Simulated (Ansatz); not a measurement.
# Settings and their price: CdSe(11-20)/C(110) interface (60 atoms)

The cell holds 60 atoms: 6 Cd, 6 Se and 48 C. Its edges and angles: a = 7.010 Å, b = 7.448 Å, c = 12.063 Å, α = 90.0°, β = 90.0°, γ = 90.0°. It derives from CdSe and C. Wurtzite CdSe(11-20), 3 repeat layers, 1 surface cells, strained +0.00 and -0.00 %; diamond-structure C(110), 4 layers, 6 cells, -1.74 and -1.57 %; outer planes 1.94 Å apart and 1.99 Å at the second interface of the periodic stack; not relaxed, displaced by a Gaussian of 0.02 Å. Regions: CdSe, 12 atoms (6 Cd and 6 Se); C, 48 atoms (48 C).

Geometry: as built.

Reference run: Kohn-Sham DFT, PBE, PAW (set soft_2, large core), plane waves (Ansatz 0.2.0), cutoff 750 eV, k-mesh 2×2×1, gaussian smearing of 0.05 eV.

```
r.m.s. force component                           : 1.491 eV/Å
spacing of highest filled and lowest empty level : 0.0165 eV
SCF cycles                                       : 16
time                                             : 94 s on 4 threads of Arm Neoverse N1, shared host
```

Variants, in no order:
A. support functions medium, radius 3.9 Å
B. support functions high
C. support functions medium, radius 3.15 Å
D. support functions medium, radius 3.64 Å
E. support functions medium

**Question.** Rank the variants by how far their forces lie from the reference's, least first.

B, A, D, E, C.

```tsv
variant	Δ force, r.m.s. (meV/Å)	share of r.m.s. force (%)	time over the reference's
B. support functions high	0.204	0.0137	6.0
A. support functions medium, radius 3.9 Å	0.596	0.04	2.3
D. support functions medium, radius 3.64 Å	1.22	0.0815	1.8
E. support functions medium	2.12	0.142	1.4
C. support functions medium, radius 3.15 Å	7.03	0.471	1.3
```

[Logs are printed without paths, hosts, clocks, repeated set-up lines and the standing remarks that a program may print on its own settings, such as how far it seeks lower states.]

[Hosts, paths, dates, database ids (printed as entryN), source tags and the programs' standing remarks are cut or masked in the printed files.]
